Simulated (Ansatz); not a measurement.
# HfSi (model cell, started as NiAs type): phonons and vibrational spectra

The cell of HfSi (model cell, started as NiAs type) is at rest. What are its phonons? After the zone centre comes a 2×2×1 q mesh on a 12×12×6 k mesh.

Main program and level: Ansatz 0.2.0; DFT PBE, scalar-relativistic, plane waves, PAW.

The structure was built from a prototype and need not be the compound's stable phase.

### 1. Set-up

Symmetry: P6_3/mmc, No. 194, hexagonal system. Conventional cell: a = 3.739 Å, b = 3.739 Å, c = 6.649 Å, α = 90.00°, β = 90.00°, γ = 120.00°. Nearest to Hf lie 6 Si at 2.72 Å. Si has 6 Hf at 2.72 Å nearest. Farther neighbours are not listed.

### 2. Zone-centre response

The cell comes from relaxations at this level that are not shown. The zone centre comes first: it holds the modes that light can see, as far as symmetry allows. No field response is asked, since the mesh shows no gap.

File input.yaml:

```yaml
crystal:
  lattice:
    - [3.7389488767, 2.958e-06, 0.0]
    - [-1.869477, 3.2380232317, 0.0]
    - [0.0, 0.0, 6.6494241511]
  atoms:
    - { symbol: Hf, position: [0.0, 0.0, 0.0] }
    - { symbol: Hf, position: [0.0, 0.0, 0.5] }
    - { symbol: Si, position: [0.3333333333, 0.6666666667, 0.25] }
    - { symbol: Si, position: [0.6666666667, 0.3333333333, 0.75] }
kpoints:
  mp_grid: { grid: [12, 12, 6] }
hamiltonian:
  xc: pbe
scf:
  occupations: { method: methfessel_paxton, width: 0.15 }
output:
  eigenvalues: true
phonons:
  method: dfpt
```

On the command line:

```sh
> ansatz run input.yaml --threads 4 --pin off --max-ram 7168MiB --backend cpu --events-out ev --progress --plain --runs-dir out
```

Numbers of over 12 decimals in the logs are rounded to 6 here.

The program printed:

```text
Engine: ansatz 0.2.0, aarch64-unknown-linux-gnu
Pseudopotentials: kind: paw
Pseudopotential: Hf, paw, valence charge 26, recommended cutoff 420 eV (normal), Hf.paw.azcp
Pseudopotential: Si, paw, valence charge 4, recommended cutoff 420 eV (normal), Si.paw.azcp
Functional definition: PBE
  parameter kappa = 0.804
  parameter beta = 0.066725
  exchange = pbe_x(kappa = kappa, mu = beta*pi^2/3)
  correlation = pbe_c(beta = beta)
Crystal: 4 atoms, lattice volume = 80.503 Å³
Basis set: ecut = 420 eV, 1583 PW (Γ), exchange–correlation on 50×50×96 points (8 copies of the dense FFT grid, shifted against one another)
Bands: 36, of which v1, the nominal top of the filled ones, is band 30 counted from 1 (29 counted from 0)
Symmetry: 24 space group operations
k-points: 242 of 864 (irreducible under 2 space group operations, time reversal used)
Non-local potential: Hf, projectors of the file, l = 0: 3, l = 1: 2, l = 2: 2, l = 3: 3
Non-local potential: Si, projectors of the file, l = 0: 2, l = 1: 2, l = 2: 2
PAW form: soft (Blöchl's): semilocal exchange-correlation on the pseudo side does not see the compensation charge
PAW one-centre angular grid: Hf, 590 points (default); XC on 64 Gauss nodes
PAW one-centre angular grid: Si, 110 points (default); XC on 64 Gauss nodes
Initial density: superposition of atomic densities (neutral atoms: chi_scale 0, normalization atom), corrected by the library's trained network
Initial wavefunctions: pseudopotential atomic-orbital guess
Functional: x = pbe(κ = 0.804, μ = 0.219515), c = pbe(β = 0.066725)
SCF iter   1: F=—  HF=-32716.104755 eV  |F-HF|=—  |Δ(HF+E_count)|=         —  Δρ=3.26e-3  dr2=1.08e-2  ethr=1.77e-3  ⟨swp⟩=5.2  Hψ=31006  notcnv=0
preconditioner: auto → Kerker (q_TF=auto, 2.598 Å⁻¹)  [metal: Δε(μ)=0.034 eV  Ē_g=15.846 eV  σ=0.150 eV  W_gap=0.19  n_scr=22 (ndim 8)  ℏωp=31.0 eV  f_vac=0.000  D(μ)=1.02/eV (n_scr^D=2)]
SCF iter   2: F=—  HF=-32716.104079 eV  |F-HF|=—  |Δ(HF+E_count)|=   6.77e-4  S|Δr|=    0.00e0  Δρ=2.13e-3  dr2=4.96e-3  ethr=1.79e-5  ⟨swp⟩=2.0  Hψ=11592  notcnv=0
SCF iter   3: F=—  HF=-32716.103034 eV  |F-HF|=—  |Δ(HF+E_count)|=   1.04e-3  S|Δr|=    0.00e0  Δρ=3.16e-4  dr2=1.03e-4  ethr=8.27e-6  ⟨swp⟩=2.0  Hψ=10428  notcnv=0
SCF iter   4: F=—  HF=-32716.103038 eV  |F-HF|=—  |Δ(HF+E_count)|=   3.03e-6  S|Δr|=    0.00e0  Δρ=1.58e-4  dr2=2.12e-5  ethr=1.72e-7  ⟨swp⟩=2.0  Hψ=14452  notcnv=0
SCF iter   5: F=—  HF=-32716.103031 eV  |F-HF|=—  |Δ(HF+E_count)|=   7.02e-6  S|Δr|=    0.00e0  Δρ=7.36e-5  dr2=3.69e-6  ethr=3.54e-8  ⟨swp⟩=2.0  Hψ=15785  notcnv=0
SCF iter   6: F=—  HF=-32716.103030 eV  |F-HF|=—  |Δ(HF+E_count)|=   2.80e-7  S|Δr|=    0.00e0  Δρ=2.41e-5  dr2=3.72e-7  ethr=6.15e-9  ⟨swp⟩=2.0  Hψ=13751  notcnv=0
SCF iter   7: F=—  HF=-32716.103030 eV  |F-HF|=—  |Δ(HF+E_count)|=   1.71e-7  S|Δr|=    0.00e0  Δρ=5.76e-6  dr2=2.03e-8  ethr=6.20e-10  ⟨swp⟩=2.0  Hψ=15776  notcnv=0
SCF iter   8: F=—  HF=-32716.103030 eV  |F-HF|=—  |Δ(HF+E_count)|=   8.59e-9  S|Δr|=    0.00e0  Δρ=1.21e-6  dr2=8.01e-10  ethr=3.38e-11  ⟨swp⟩=2.0  Hψ=13858  notcnv=0
SCF iter   9: F=—  HF=-32716.103030 eV  |F-HF|=—  |Δ(HF+E_count)|=  3.64e-11  S|Δr|=    0.00e0  Δρ=2.34e-7  dr2=3.46e-11  ethr=1.33e-12  ⟨swp⟩=2.0  Hψ=15786  notcnv=0
SCF iter  10: F=-32716.103030 eV  HF=-32716.103030 eV  |F-HF|=3.64e-12  |Δ(HF+E_count)|=  7.28e-12  S|Δr|=    0.00e0  Δρ=4.00e-8  dr2=1.00e-12  ethr=1.00e-12  ⟨swp⟩=7.8  Hψ=42007  notcnv=0
SCF 1 converged in 10 iterations: F = -32716.103030 eV  dr2 = 1.00e-12
  greatest PAW one-centre occupation: 0.998 electrons in one spin orbital (limit 2), on the Hf atom at site 1 (counted from 0), in its partial waves of l = 0
DFPT response loops at Γ: preconditioner auto → Kerker (q_TF=auto, 2.598 Å⁻¹) (partly filled bands, converged f_vac=0.000); β = 1.00, the filter's whole step (`scf.mixing.beta` (0.50) is not read by the response loops under this deck's `scf.mixing.preconditioner`; to damp them name `kerker` or `kerker_dos`, under which they read `scf.mixing.beta`, and type it under 1.00, their step now; both keys bind the ground state too); Broyden in place of MSR1
SCF converged after 10 iterations
Stability not checked: this state was not tested for a lower state beside it, because cold or Methfessel-Paxton smearing, or corrected tetrahedra, fill the levels in a way that the test cannot read (fill_not_monotonic; see scf.lower_state_search)
Free energy (F): -32716.103030 eV
Harris-Foulkes:  -32716.103030 eV  (|F-HF|=3.64e-12)
Internal energy: -32716.105809 eV  (E = F + TS)
E sigma→0 (E₀):  -32716.103725 eV
Entropy (-TS):   0.002778 eV (0.695 meV/atom)
Fermi energy:    14.107818 eV
Step filling:    the computed levels leave a gap of 0.0045 eV = 0.0 smearing widths at the electron count; against every level under it full and every level over it empty, smearing changes F+E_penalty+E_count by +0.181 meV and its σ→0 estimate by -0.514 meV
--- Per-component energies (eV) ---
  E_band       = -160.036072
  E_kinetic    = 924.526873
  E_local      = -12523.567075  (includes V_loc(G=0)·N_el)
  E_nonlocal   = -2436.245517
  E_hartree    = 5828.199807
  E_xc         = -709.907896
  E_vxc        = -625.202560  (∫ρ·V_xc dr)
  E_paw        = -14879.307767  (= ΣΔE_a)
  E_vpaw       = 2844.052644  (= ΣTr[D̂ρ^β])
  E_aug_tail   = 0.000010  (compensation charges beyond the density's cutoff)
  E_ewald      = -8919.804244
  E_smearing   = 0.002778  (= −TS)
  E_closure    = 0.000000  (closes the sum)
  Σ components = -32716.103030   (vs F -32716.103030, Δ=0.00e0)
--- Band table (eV; the first three rows and the last of 242) ---
  k-point 0: bands = [... 26 lower, 12.5923, 12.8967, 14.8161, 14.8161, 14.8987, 14.8987, 15.8459, 16.8141, ... 2 higher]
  k-point 1: bands = [... 26 lower, 12.6840, 12.7789, 14.5108, 14.5108, 14.9965, 14.9965, 15.7398, 16.7666, ... 2 higher]
  k-point 2: bands = [... 26 lower, 12.9533, 12.9533, 13.9333, 13.9333, 15.2846, 15.2846, 15.7917, 16.3023, ... 2 higher]
  k-point 241: bands = [... 26 lower, 11.9248, 11.9248, 12.4972, 12.4972, 14.6886, 14.6886, 16.8215, 16.8215, ... 2 higher]
--- Phonons (Γ-DFPT): 4 representative perturbations + reference, on 242 of 864 k-points (Σ response iterations 16) ---
  k mesh reduced under 2 symmetry operations, with k and −k counted as one. Each operation leaves every solved perturbation unchanged. A smaller set is not used because it would not reduce the number of displacements times k-points to solve
  ASR residual: 4.187e-5 → 0.000e0 eV/Å²; symmetrization residual: 1.052e-4 eV/Å²
  ASR residual per site (eV/Å²): 4.19e-5 4.19e-5 1.45e-5 1.45e-5
  Γ frequencies (cm⁻¹): 0.00 0.00 0.00 106.76 106.76 150.60 257.75 257.75 263.32 263.32 340.37 352.18
  non-analytic LO–TO correction: not included (Born effective charges unavailable; polar crystals: no LO–TO splitting at Γ)
```

Elapsed: 2.1 min, on 4 threads of Arm Neoverse V1, shared host; peak memory 2.3 GiB.

This step gave:

```yaml
volume_per_atom: 20.13 Å³
gap_on_the_k_mesh: 0 eV
sum_rule_residual_before_enforcement: 4.19e-5 eV/Å²
point_group: 6/mmm
highest_optical_mode_at_the_zone_centre_no_lo_to_term: 352.2 cm⁻¹
lowest_optical_zone_centre_mode: 106.8 cm⁻¹
```

Patterns of degenerate modes are one choice out of their space. The modes at Γ (shares of kinetic energy by element, %):

```csv
mode,frequency (cm⁻¹),symmetry,Hf %,Si %
1,0.0,acoustic,86,14
2,0.0,acoustic,86,14
3,0.0,acoustic,86,14
4,106.8,E2u,100,0
5,106.8,E2u,100,0
6,150.6,B2u,100,0
7,257.8,E1u,14,86
8,257.8,E1u,14,86
9,263.3,E2g,0,100
10,263.3,E2g,0,100
11,340.4,A2u,14,86
12,352.2,B1g,0,100
```

Displacements in mode 4 (106.8 cm⁻¹), the largest set to 1:
```
Hf1 -1.00  0.00  0.00
Hf2  1.00  0.00  0.00
Si3  0.00  0.00  0.00
Si4  0.00  0.00  0.00
```

Displacements in mode 7 (257.8 cm⁻¹), the largest set to 1:
```
Hf1 -0.04 -0.16  0.00
Hf2 -0.04 -0.16  0.00
Si3  0.27  1.00  0.00
Si4  0.27  1.00  0.00
```

Before it was imposed, the acoustic sum rule was missed by 4.2e-5 eV/Å². Small misses are needed for a sound result but don't prove that mesh and cutoff are converged. The lowest optical mode is real, 107 cm⁻¹.

### 3. Response at finite wavevector

The mesh has a single point along some directions, so zone-edge points there are not solved. Linear response on a 2×2×1 q mesh gives force constants as far as a supercell of that size would.

input.yaml: that of step 2 with these lines changed.

```diff
@@ -20 +20,9 @@
   method: dfpt
+  qmesh: [2, 2, 1]
+  temperatures: { t_max: 1000, t_step: 50 }
+  qpath:
+    path:
+      - [[0.0, 0.0, 0.0], [0.5, 0.0, 0.0], [0.33333333, 0.33333333, 0.0], [0.0, 0.0, 0.0], [0.0, 0.0, 0.5], [0.5, 0.0, 0.5], [0.33333333, 0.33333333, 0.5], [0.0, 0.0, 0.5]]
+      - [[0.5, 0.0, 0.5], [0.5, 0.0, 0.0]]
+      - [[0.33333333, 0.33333333, 0.5], [0.33333333, 0.33333333, 0.0]]
+    npoints: 10
```

The program printed:

```text
[...]
Crystal: 4 atoms, lattice volume = 80.503 Å³
Basis set: ecut = 420 eV, 1583 PW (Γ), exchange–correlation on 50×50×96 points (8 copies of the dense FFT grid, shifted against one another)
Bands: 36, of which v1, the nominal top of the filled ones, is band 30 counted from 1 (29 counted from 0)
[... 1 set-up line as in the run before ...]
k-points: 76 of 864
[...]
SCF iter   1: F=—  HF=-32716.104759 eV  |F-HF|=—  |Δ(HF+E_count)|=         —  Δρ=3.26e-3  dr2=1.08e-2  ethr=1.77e-3  ⟨swp⟩=5.2  Hψ=9716  notcnv=0
[...]
SCF iter  10: F=-32716.103030 eV  HF=-32716.103030 eV  |F-HF|=1.09e-11  |Δ(HF+E_count)|=  2.55e-11  S|Δr|=    0.00e0  Δρ=4.10e-8  dr2=1.09e-12  ethr=1.00e-12  ⟨swp⟩=7.9  Hψ=13267  notcnv=0
SCF 1 converged in 10 iterations: F = -32716.103030 eV  dr2 = 1.09e-12
[...]
phonons: the bands overlap, so this run is a metal and interpolates without the dipole-dipole term. If the crystal is really an insulator or semiconductor, its LO-TO splitting is missing
NSCF: frozen V_eff on 76 k-points
[...]
DFPT response loops at q = (0, 0, 0) (fractional): preconditioner auto → Kerker (q_TF=auto, 2.598 Å⁻¹) (partly filled bands, converged f_vac=0.000); β = 1.00, the filter's whole step (`scf.mixing.beta` (0.50) is not read by the response loops under this deck's `scf.mixing.preconditioner`; to damp them name `kerker` or `kerker_dos`, under which they read `scf.mixing.beta`, and type it under 1.00, their step now; both keys bind the ground state too); Broyden in place of MSR1
[...]
SCF converged after 10 iterations
[...]
Free energy (F): -32716.103030 eV
[...]
Internal energy: -32716.105809 eV  (E = F + TS)
E sigma→0 (E₀):  -32716.103725 eV
Entropy (-TS):   0.002778 eV (0.695 meV/atom)
Fermi energy:    14.107818 eV
[...]
--- Band table (eV; the first three rows and the last of 76) ---
  k-point 0: bands = [... 26 lower, 12.5923, 12.8967, 14.8161, 14.8161, 14.8987, 14.8987, 15.8459, 16.8141, ... 2 higher]
  k-point 1: bands = [... 26 lower, 12.6840, 12.7789, 14.5108, 14.5108, 14.9965, 14.9965, 15.7398, 16.7666, ... 2 higher]
  k-point 2: bands = [... 26 lower, 12.9533, 12.9533, 13.9333, 13.9333, 15.2846, 15.2846, 15.7917, 16.3023, ... 2 higher]
  k-point 75: bands = [... 26 lower, 11.1981, 11.1981, 12.2556, 12.2556, 14.9629, 14.9629, 16.6432, 16.6432, ... 2 higher]
--- Phonons (Γ-DFPT): 4 representative perturbations + reference (Σ response iterations 13) ---
  ASR residual: 6.587e-6 → 0.000e0 eV/Å²; symmetrization residual: 1.395e-6 eV/Å²
  ASR residual per site (eV/Å²): 2.22e-6 2.22e-6 6.59e-6 6.59e-6
[...]
--- Phonons (arbitrary-q DFPT): 2 irreducible q on the 2×2×1 mesh ---
  q = [0.0000, 0.0000, 0.0000] (star 1, of the zone-centre solve; hermiticity 1.24e-7, symmetrization 5.53e-8): -0.00 -0.00 0.00 106.76 106.76 150.60 257.75 257.75 263.32 263.32 340.37 352.18
  q = [0.0000, -0.5000, 0.0000] (star 3, 6 solved perturbations in 1878 linear systems a pass and spin channel, the states on 436 of 864 k-point pairs; hermiticity 4.39e-7, symmetrization 6.78e-8): 73.20 93.74 94.54 104.65 120.28 139.83 279.04 280.62 299.66 305.46 316.96 350.47
  sum rule: each row above includes the acoustic sum rule's correction from the zone centre's row sums; it moved no ω² by more than (0.25 cm⁻¹)²
  mesh force constants: q→R imaginary residual 1.74e-17; ASR residual 6.587e-6 → 0.000e0 eV/Å²; symmetrization residual 7.994e-15 eV/Å²
  interpolated dispersion: 93 rows × 12 modes
  density of states and harmonic sums: on the 20×20×10 q-mesh, interpolated from the force constants of a 2×2×1 supercell (no non-analytic term)
  largest difference from the sums on the solved wave vectors: F 1.60e-1 eV, S 2.25e-4 and C_V 6.46e-5 eV/K
  zero-point energy: 0.149244 eV/cell   skipped modes (ω ≤ 0): 3   left out of the sums: 6.25e-5 of the cell's modes: C_V's classical limit lies that fraction below 3 k_B per atom; for a crystal, a wire or a layer, F and S can be off by more, and a phonons.interpolated_qmesh denser along its periods is the remedy for the sampling
```

The job ended after 5.1 min (4 threads; peak memory 3.1 GiB; 20 min of CPU time).

Numbers from this step:

```
sum-rule residual before enforcement                          : 6.59e-6 eV/Å²
lowest mode on the q mesh (acoustic modes at Γ apart)         : 73.2 cm⁻¹
highest frequency at a solved wavevector (no LO-TO term at Γ) : 352.2 cm⁻¹
```

Frequencies (cm⁻¹) solved at each irreducible wavevector; negative means imaginary. Frequencies by wavevector, by row:

```csv
q in reciprocal lattice units,star,mode 1,mode 2,mode 3,mode 4,mode 10,mode 11,mode 12
0 0 0,1,0,0,0,106.8,263.3,340.4,352.2
0 -0.5 0,3,73.2,93.7,94.5,104.7,305.5,317,350.5
```

Symmetry leaves 2 wavevectors to solve. The lowest mode among them, the acoustic zeros apart, lies at q = (0, -0.5, 0) and is real, 73.2 cm⁻¹.

### 4. Isotope substitution, element Hf, natural mass 178.486 amu

An isotope changes the mass and not the force constants, so no new electronic calculation is needed; the shifts show which modes move this element.

The same force constants with the mass of Hf changed from 178.486 to 173.940 u (phonopy, no LO-TO term). Both lists are sorted by frequency; levels can cross, so a row need not hold one and the same mode. Modes under 3 cm⁻¹ are left out. Isotope shifts, by row:

```csv
q,rank,natural mass (cm⁻¹),changed mass (cm⁻¹)
0 0 0,4,106.8,108.2
0 0 0,5,106.8,108.2
0 0 0,6,150.6,152.6
0 0 0,7,257.8,258.2
0 0 0,8,257.8,258.2
0 0 0,9,263.3,263.3
0 0 0,10,263.3,263.3
0 0 0,11,340.4,341
0 0 0,12,352.2,352.2
0 -0.5 0,1,73.2,74.05
0 -0.5 0,2,93.74,94.82
0 -0.5 0,3,94.54,95.67
0 -0.5 0,4,104.7,106
0 -0.5 0,5,120.3,121.8
0 -0.5 0,6,139.8,141.7
0 -0.5 0,7,279,279
0 -0.5 0,8,280.6,281
0 -0.5 0,9,299.7,300.1
0 -0.5 0,10,305.5,305.5
0 -0.5 0,11,317,317
0 -0.5 0,12,350.5,350.9
```

A mode of this element alone would shift by +1.30 %. The highest zone-centre frequency without the field goes from 352.2 to 352.2 cm⁻¹ (+0.0 %). The product of the frequency ratios over all optical modes at Γ is 1.045; the product rule, (m/m′)^(3k/2) (M′/M)^(3/2) with k = 2 such atoms and M the mass of the cell, gives 1.045.

### 5. Another isotope, element Si, natural mass 28.085 amu

The same for Si, from 28.09 to 29.97 u.

A mode of this element alone would shift by -3.20 %. The highest zone-centre frequency without the field goes from 352.2 to 340.9 cm⁻¹ (-3.2 %). The product of the frequency ratios over all optical modes at Γ is 0.834; the product rule, (m/m′)^(3k/2) (M′/M)^(3/2) with k = 2 such atoms and M the mass of the cell, gives 0.834.

### 6. Results

```json
{
 "space group (within 0.01 Å)": "P6_3/mmc",
 "volume per atom": "20.1 Å³",
 "electronic character": "no gap on this mesh",
 "highest optical mode at the zone centre (no LO-TO term)": "352 cm⁻¹",
 "lowest optical zone-centre mode": "107 cm⁻¹",
 "lowest mode on the q mesh (acoustic modes at Γ apart)": "73.2 cm⁻¹",
 "imaginary modes on the 2×2×1 q mesh": "none"
}
```

**Reading.** The structure is a minimum as far as tested: no mode is imaginary at the 2 irreducible wavevectors of the 2×2×1 mesh, and the softest away from the acoustic zeros lies at 73 cm⁻¹. The optical modes at Γ span 107 to 352 cm⁻¹. The highest mode in this list at Γ, 352.2 cm⁻¹, is mostly motion of Si (100 % of the kinetic energy). The q mesh is too sparse to interpolate, so only the solved wavevectors are given. With no gap, or one that is small against the smearing, the frequencies hang on the k mesh and the smearing, most of all near Kohn anomalies. Spin-orbit coupling is left out, which can matter for the heavy elements here. The starting cell was built on a prototype and not taken from a measurement, so the phase need not exist. These are harmonic frequencies at zero temperature: anharmonic shifts, linewidths and thermal expansion are left out.

[Logs are printed without paths, hosts, clocks, repeated set-up lines and the standing remarks that a program may print on its own settings, such as how far it seeks lower states.]

[Hosts, paths, dates, database ids (printed as entryN), source tags and the programs' standing remarks are cut or masked in the printed files.]
